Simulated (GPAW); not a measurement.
# W2CO2 MXene monolayer in an electric field

Wanted: the out-of-plane polarisability of W2CO2 MXene monolayer.

Calculated with GPAW 26.7.0; GPAW, PAW setups; layer in a repeated cell with vacuum, relaxation of atoms and in-plane cell, in the first sound run; inputs show where later runs differ.

Report form: the programs' logs are mostly left out.

## (1) The starting structure

The cell holds 5 atoms: 2 O, 2 W and 1 C. Its edges and angles: a = 3.125 Å, b = 3.125 Å, c = 18.684 Å, α = 90.0°, β = 90.0°, γ = 120.0°. Vacuum lies along c.

## (2) Relaxing the atoms

Forces are removed first; all later runs use this geometry.

Contents of run.py:

```python
import json
import numpy as np
from ase import Atoms
from ase.filters import FrechetCellFilter
from ase.optimize import BFGS
from gpaw import GPAW, PW

slab = Atoms(
    ['O', 'W', 'C', 'W', 'O'],
    positions=[
        [-0.00000, 1.80446, 7.00000],
        [1.56270, 0.90223, 8.10899],
        [0.00000, 0.00000, 9.34220],
        [-0.00000, 1.80446, 10.57540],
        [1.56270, 0.90223, 11.68439]],
    cell=[[3.12541, 0.0, 0.0], [-1.5627, 2.70668, 0.0], [0.0, 0.0, 18.6844]],
    pbc=[True, True, True])

slab.calc = GPAW(mode=PW(600), xc='PBE', kpts={'size': (12, 12, 1), 'gamma': True},
                 occupations={'name': 'fermi-dirac', 'width': 0.05}, nbands='160%',
                 convergence={'density': 1e-05}, maxiter=200,
                 symmetry={'tolerance': 1e-3}, txt='slab.txt')
result = {}
# The in-plane cell is free; stress needs a cell that repeats along all three vectors
path = []
opt = BFGS(FrechetCellFilter(slab, mask=[1, 1, 0, 0, 0, 1]), maxstep=0.2)
opt.attach(lambda: path.append((slab.get_potential_energy(), slab.positions.tolist(), slab.get_forces().tolist())))
result['relaxed'] = bool(opt.run(fmax=0.02, steps=45))
result['path'] = path
result['cell'] = slab.cell.tolist()
print('in-plane lattice', slab.cell.cellpar().round(4)[[0, 1, 5]])
energy = slab.get_potential_energy()
fermi = slab.calc.get_fermi_level()
v = slab.calc.get_electrostatic_potential().mean((0, 1)) - fermi
n = slab.calc.get_pseudo_density().mean((0, 1))
L = slab.cell[2, 2]
z = np.arange(len(v)) * L / len(v)
low, high = slab.positions[:, 2].min(), slab.positions[:, 2].max()
below, above = np.interp([low - 4.8, high + 4.8], z, v)
slopes = [np.interp(x, z, np.gradient(v, z)) for x in (low - 4.8, high + 4.8)]
eps = np.array([[slab.calc.get_eigenvalues(k, s) for k in range(len(slab.calc.get_ibz_k_points()))]
                for s in range(slab.calc.get_number_of_spins())]) - fermi
top, bottom = eps[eps < 0].max(), eps[eps > 0].min()
dipole = slab.get_dipole_moment()[2]
print(f'energy {energy:.4f} eV, Fermi level {fermi:.4f} eV, dipole {dipole:.5f} e A')
print(f'potential 4.8 A off the faces, from the Fermi level: lower {below:.4f} eV, upper {above:.4f} eV')
print(f'slope of the potential there: lower {slopes[0]:.5f}, upper {slopes[1]:.5f} eV/A')
print(f'nearest levels on the mesh: {top:.4f} and {bottom:.4f} eV')
print('magnetic moment', round(slab.get_magnetic_moment(), 3))
result.update(energy=energy, fermi=fermi, dipole=dipole, below=below, above=above, slopes=slopes, edges=[top, bottom],
              z=z.tolist(), v=v.tolist(), n=n.tolist(), positions=slab.positions.tolist(),
              forces=slab.get_forces(apply_constraint=False).tolist(), moments=slab.get_magnetic_moments().tolist())
json.dump(result, open('result.json', 'w'))
```

On the command line:

```bash
OMP_NUM_THREADS=1 OPENBLAS_NUM_THREADS=1 python run.py
```

It took 15 min on 1 thread of Arm Neoverse V1, shared host; peak memory 0.47 GiB.

Numbers from this step:

- dipole along the normal: -5.93e-5 e·Å
- levels nearest the Fermi level on the mesh: -0.2234, 0.03325 eV from the Fermi level

The electrostatic potential energy of an electron (without an applied field's), less the Fermi level, planar mean by z:

```csv
z (Å),"electrostatic potential energy of an electron (without an applied field's), less the Fermi level, planar mean (eV)"
0,5.81
1,5.81
2,5.80
3,5.80
4,5.80
5,5.79
6,5.34
7,-9.78
8,-23.3
9,-12.9
10,-17.6
11,-13.9
12,-0.307
13,5.66
14,5.80
15,5.80
16,5.81
17,5.81
18,5.81
```

The pseudo valence density, planar mean oscillates, so the rows of the table below give means over windows of 1.21 Å about each position, cut where the curve ends. Its maxima inside the range that stand out by 2 % of the span (Å: e/Å³): 7.1: 0.925, 8.3: 1.58, 10.4: 1.58, 11.6: 0.925. Its minima: 7.6: 0.731, 9.3: 0.697, 11.1: 0.731.

Pseudo valence density, planar mean against z; means over each step:

| z (Å) | pseudo valence density, planar mean (e/Å³) |
| --- | --- |
| 4.23 | 1.2e-4 |
| 5.45 | 0.00960 |
| 6.65 | 0.468 |
| 7.87 | 1.11 |
| 9.07 | 0.798 |
| 10.29 | 1.16 |
| 11.50 | 0.756 |
| 12.71 | 0.0748 |
| 13.91 | 8.1e-4 |
| 15.12 | 1.3e-5 |

The relaxation lowered the energy of the cell by 0.453 eV (energies extrapolated to zero smearing; the optimiser's log prints free energies). The largest force left on a free atom is 0.011 eV/Å.

## (3) Plane waves, PBE

With the geometry fixed, the planar mean of the potential gives the vacuum level on each side.

This step: GPAW, PAW setups; slab in vacuum (GPAW 26.7.0).

The cell differs from the one that the last finished run ended in (c 18.684 → 18.502 Å).

run.py, as its differences from that of step 2:

```diff
@@ -3,4 +3,2 @@
 from ase import Atoms
-from ase.filters import FrechetCellFilter
-from ase.optimize import BFGS
 from gpaw import GPAW, PW
@@ -10,23 +8,16 @@
     positions=[
-        [-0.00000, 1.80446, 7.00000],
-        [1.56270, 0.90223, 8.10899],
-        [0.00000, 0.00000, 9.34220],
-        [-0.00000, 1.80446, 10.57540],
-        [1.56270, 0.90223, 11.68439]],
-    cell=[[3.12541, 0.0, 0.0], [-1.5627, 2.70668, 0.0], [0.0, 0.0, 18.6844]],
-    pbc=[True, True, True])
+        [0.00000, 1.78692, 7.00000],
+        [1.54751, 0.89346, 8.14105],
+        [0.00000, 0.00000, 9.25097],
+        [0.00000, 1.78692, 10.36087],
+        [1.54751, 0.89346, 11.50192]],
+    cell=[[3.09503, 0.0, 0.0], [-1.54751, 2.68037, 0.0], [0.0, 0.0, 18.5019]],
+    pbc=[True, True, False])
 
-slab.calc = GPAW(mode=PW(600), xc='PBE', kpts={'size': (12, 12, 1), 'gamma': True},
+slab.calc = GPAW(mode=PW(500), xc='PBE', kpts={'size': (12, 12, 1), 'gamma': True},
                  occupations={'name': 'fermi-dirac', 'width': 0.05}, nbands='160%',
                  convergence={'density': 1e-05}, maxiter=200,
+                 poissonsolver={'dipolelayer': 'xy'},
                  symmetry={'tolerance': 1e-3}, txt='slab.txt')
 result = {}
-# The in-plane cell is free; stress needs a cell that repeats along all three vectors
-path = []
-opt = BFGS(FrechetCellFilter(slab, mask=[1, 1, 0, 0, 0, 1]), maxstep=0.2)
-opt.attach(lambda: path.append((slab.get_potential_energy(), slab.positions.tolist(), slab.get_forces().tolist())))
-result['relaxed'] = bool(opt.run(fmax=0.02, steps=45))
-result['path'] = path
-result['cell'] = slab.cell.tolist()
-print('in-plane lattice', slab.cell.cellpar().round(4)[[0, 1, 5]])
 energy = slab.get_potential_energy()
```

Run time: 54 s. Hardware: 1 thread; peak memory 0.23 GiB.

Numbers from this step:

```
dipole along the normal                    : 4.12e-4 e·Å
levels nearest the Fermi level on the mesh : -0.2230, 0.03319 eV from the Fermi level
upper work function                        : 5.797 eV
lower work function                        : 5.804 eV
```

Table of electrostatic potential energy of an electron (without an applied field's), less the Fermi level, planar mean by z:

z (Å), electrostatic potential energy of an electron (without an applied field's), less the Fermi level, planar mean (eV) and a bar from the least value:
```
      0.0        5.8 ##############################
      0.5        5.8 ##############################
      1.0        5.8 ##############################
      1.5        5.8 ##############################
      2.0        5.8 ##############################
      2.5        5.8 ##############################
      3.0        5.8 ##############################
      3.5        5.8 ##############################
      4.0        5.8 ##############################
      4.5        5.8 ##############################
      5.0        5.8 ##############################
      5.5        5.7 ##############################
      6.0        5.1 #############################
      6.5        1.5 ##########################
      7.0      -11.4 #############
      7.5      -11.9 #############
      8.0      -25.4 
      8.5      -20.3 #####
      9.0      -13.4 ############
      9.5      -13.4 ############
     10.0      -20.2 #####
     10.5      -25.5 
     11.0      -11.9 #############
     11.5      -11.4 #############
     12.0        1.4 ##########################
     12.5        5.1 #############################
     13.0        5.7 ##############################
     13.5        5.8 ##############################
     14.0        5.8 ##############################
     14.5        5.8 ##############################
     15.0        5.8 ##############################
     15.5        5.8 ##############################
     16.0        5.8 ##############################
     16.5        5.8 ##############################
     17.0        5.8 ##############################
     17.5        5.8 ##############################
     18.0        5.8 ##############################
```

The pseudo valence density, planar mean oscillates, so the rows of the table below give means over windows of 0.96 Å about each position, cut where the curve ends. Its maxima inside the range that stand out by 2 % of the span (Å: e/Å³): 7.13: 0.904, 8.09: 1.59, 10.41: 1.59, 11.37: 0.904. Its minima: 7.52: 0.731, 9.25: 0.697, 10.99: 0.731.

Table of pseudo valence density, planar mean by z; means over each step:

z (Å), pseudo valence density, planar mean (e/Å³) and a bar:
```
     3.36       0.00 
     4.32       0.00 
     5.28       0.01 
     6.24       0.21 #####
     7.20       0.81 ###################
     8.16       1.26 ##############################
     9.12       0.73 #################
    10.08       1.17 ############################
    11.04       0.91 #####################
    12.00       0.41 ##########
    12.96       0.02 
    13.92       0.00 
    14.88       0.00
```

Force by atom:

| atom | x (eV/Å) | y (eV/Å) | z (eV/Å) | size |
| --- | --- | --- | --- | --- |
| O1 | 0.0000 | 0.0000 | -0.0743 | 0.0743 |
| W2 | 0.0000 | 0.0000 | 0.0278 | 0.0278 |
| C3 | 0.0000 | 0.0000 | 0.0000 | 0.0000 |
| W4 | 0.0000 | 0.0000 | -0.0278 | 0.0278 |
| O5 | 0.0000 | 0.0000 | 0.0743 | 0.0743 |

The potential is flat to 1.6e-5 eV/Å where it is read, so the vacuum is wide enough.

## (4) Field on

A uniform field along the normal polarises the slab; the atoms stay fixed, so this is the electronic response alone.

run.py, as its differences from that of step 3:

```diff
@@ -4,2 +4,3 @@
 from gpaw import GPAW, PW
+from gpaw.external import ConstantElectricField
 
@@ -20,2 +21,3 @@
                  poissonsolver={'dipolelayer': 'xy'},
+                 external=ConstantElectricField(-0.2, [0, 0, 1]),
                  symmetry={'tolerance': 1e-3}, txt='slab.txt')
```

Wall time 3.6 min (1 thread); peak memory 0.47 GiB.

This step gave:

| Property | Result |
| --- | --- |
| dipole along the normal | -0.05018 e·Å |
| levels nearest the Fermi level on the mesh | -0.2229, 0.03318 eV from the Fermi level |
| potential below the slab, the applied field's own ramp left out | 5.255 eV from the Fermi level |
| potential above the slab, the applied field's own ramp left out | 6.349 eV from the Fermi level |

Table of electrostatic potential energy of an electron (without an applied field's), less the Fermi level, planar mean by z:

z (Å), electrostatic potential energy of an electron (without an applied field's), less the Fermi level, planar mean (eV) and a bar from the least value:
```
      0.0        5.8 #############################
      0.5        5.3 #############################
      1.0        5.3 #############################
      1.5        5.3 #############################
      2.0        5.3 #############################
      2.5        5.3 #############################
      3.0        5.3 #############################
      3.5        5.3 #############################
      4.0        5.3 #############################
      4.5        5.2 #############################
      5.0        5.2 #############################
      5.5        5.2 #############################
      6.0        4.6 ############################
      6.5        1.0 #########################
      7.0      -11.8 #############
      7.5      -12.2 #############
      8.0      -25.7 
      8.5      -20.4 #####
      9.0      -13.5 ###########
      9.5      -13.4 ############
     10.0      -20.1 #####
     10.5      -25.2 
     11.0      -11.5 #############
     11.5      -11.0 ##############
     12.0        1.9 ##########################
     12.5        5.7 #############################
     13.0        6.2 ##############################
     13.5        6.3 ##############################
     14.0        6.3 ##############################
     14.5        6.3 ##############################
     15.0        6.3 ##############################
     15.5        6.3 ##############################
     16.0        6.3 ##############################
     16.5        6.3 ##############################
     17.0        6.3 ##############################
     17.5        6.3 ##############################
     18.0        6.3 ##############################
```

Force by atom:

```csv
atom,x (eV/Å),y (eV/Å),z (eV/Å),size
O1,-0.002,0.001,-0.014,0.014
W2,0.000,0.000,-0.039,0.039
C3,0.000,0.000,0.013,0.013
W4,0.000,0.000,-0.094,0.094
O5,0.002,-0.001,0.136,0.136
```

The dipole is now -0.0502 e Å, against 4.1e-4 in the run without a field.

## (5) In a field

run.py, as its differences from that of step 4:

```diff
@@ -21,3 +21,3 @@
                  poissonsolver={'dipolelayer': 'xy'},
-                 external=ConstantElectricField(-0.2, [0, 0, 1]),
+                 external=ConstantElectricField(-0.1, [0, 0, 1]),
                  symmetry={'tolerance': 1e-3}, txt='slab.txt')
```

Run time: 3.3 min. Hardware: 1 thread; peak memory 0.47 GiB.

This step gave:

| Item | Value |
| --- | --- |
| dipole along the normal | -0.02509 e·Å |
| levels nearest the Fermi level on the mesh | -0.2229, 0.03317 eV from the Fermi level |
| potential below the slab, the applied field's own ramp left out | 5.527 eV from the Fermi level |
| potential above the slab, the applied field's own ramp left out | 6.075 eV from the Fermi level |

Electrostatic potential energy of an electron (without an applied field's), less the Fermi level, planar mean against z:

```
z (Å)  electrostatic potential energy of an electron (without an applied field's), less the Fermi level, planar mean (eV)
    0                                                                                                                5.80
    1                                                                                                                5.53
    2                                                                                                                5.53
    3                                                                                                                5.53
    4                                                                                                                5.53
    5                                                                                                                5.51
    6                                                                                                                4.88
    7                                                                                                               -11.6
    8                                                                                                               -25.6
    9                                                                                                               -13.5
   10                                                                                                               -20.1
   11                                                                                                               -11.7
   12                                                                                                                1.68
   13                                                                                                                5.96
   14                                                                                                                6.07
   15                                                                                                                6.07
   16                                                                                                                6.07
   17                                                                                                                6.07
   18                                                                                                                6.08
```

Force by atom:

| atom | x (eV/Å) | y (eV/Å) | z (eV/Å) | size |
| --- | --- | --- | --- | --- |
| O1 | -0.002 | 0.001 | -0.044 | 0.044 |
| W2 | 0.000 | 0.000 | -0.005 | 0.005 |
| C3 | 0.000 | 0.000 | 0.007 | 0.007 |
| W4 | 0.000 | 0.000 | -0.061 | 0.061 |
| O5 | 0.002 | -0.001 | 0.105 | 0.105 |

The dipole is now -0.0251 e Å, against 4.1e-4 in the run without a field.

## (6) In a field

run.py, as its differences from that of step 5:

```diff
@@ -21,3 +21,3 @@
                  poissonsolver={'dipolelayer': 'xy'},
-                 external=ConstantElectricField(-0.1, [0, 0, 1]),
+                 external=ConstantElectricField(-0.05, [0, 0, 1]),
                  symmetry={'tolerance': 1e-3}, txt='slab.txt')
```

Run time: 3.3 min. Hardware: 1 thread; peak memory 0.47 GiB.

The electrostatic potential energy of an electron (without an applied field's), less the Fermi level, planar mean by z:

z (Å), electrostatic potential energy of an electron (without an applied field's), less the Fermi level, planar mean (eV) and a bar from the least value:
```
        0        5.8 ##############################
        1        5.7 ##############################
        2        5.7 ##############################
        3        5.7 ##############################
        4        5.7 ##############################
        5        5.6 ##############################
        6        5.0 #############################
        7      -11.5 #############
        8      -25.5 
        9      -13.4 ############
       10      -20.2 #####
       11      -11.8 #############
       12        1.6 ##########################
       13        5.8 ##############################
       14        5.9 ##############################
       15        5.9 ##############################
       16        5.9 ##############################
       17        5.9 ##############################
       18        5.9 ##############################
```

## (7) In a field

run.py, as its differences from that of step 6:

```diff
@@ -21,3 +21,3 @@
                  poissonsolver={'dipolelayer': 'xy'},
-                 external=ConstantElectricField(-0.05, [0, 0, 1]),
+                 external=ConstantElectricField(0.05, [0, 0, 1]),
                  symmetry={'tolerance': 1e-3}, txt='slab.txt')
```

Wall time 3.4 min (1 thread); peak memory 0.47 GiB.

The electrostatic potential energy of an electron (without an applied field's), less the Fermi level, planar mean by z:

| z (Å) | electrostatic potential energy of an electron (without an applied field's), less the Fermi level, planar mean (eV) |
| --- | --- |
| 0.0 | 5.80 |
| 0.5 | 5.94 |
| 1.0 | 5.94 |
| 1.5 | 5.94 |
| 2.0 | 5.94 |
| 2.5 | 5.94 |
| 3.0 | 5.94 |
| 3.5 | 5.94 |
| 4.0 | 5.94 |
| 4.5 | 5.93 |
| 5.0 | 5.92 |
| 5.5 | 5.83 |
| 6.0 | 5.27 |
| 6.5 | 1.59 |
| 7.0 | -11.3 |
| 7.5 | -11.8 |
| 8.0 | -25.4 |
| 8.5 | -20.2 |
| 9.0 | -13.4 |
| 9.5 | -13.5 |
| 10.0 | -20.2 |
| 10.5 | -25.5 |
| 11.0 | -12.0 |
| 11.5 | -11.5 |
| 12.0 | 1.31 |
| 12.5 | 5.00 |
| 13.0 | 5.56 |
| 13.5 | 5.64 |
| 14.0 | 5.66 |
| 14.5 | 5.66 |
| 15.0 | 5.66 |
| 15.5 | 5.66 |
| 16.0 | 5.66 |
| 16.5 | 5.66 |
| 17.0 | 5.66 |
| 17.5 | 5.66 |
| 18.0 | 5.66 |

## (8) Field on

run.py, as its differences from that of step 7:

```diff
@@ -21,3 +21,3 @@
                  poissonsolver={'dipolelayer': 'xy'},
-                 external=ConstantElectricField(0.05, [0, 0, 1]),
+                 external=ConstantElectricField(0.1, [0, 0, 1]),
                  symmetry={'tolerance': 1e-3}, txt='slab.txt')
```

Elapsed: 3.3 min, on 1 thread; peak memory 0.47 GiB.

The dipole is now 0.0251 e Å, against 4.1e-4 in the run without a field.

[end of part 1 of 2]

[Logs are printed without paths, hosts, clocks, repeated set-up lines and the standing remarks that a program may print on its own settings, such as how far it seeks lower states.]

[Hosts, paths, dates, database ids (printed as entryN), source tags and the programs' standing remarks are cut or masked in the printed files.]
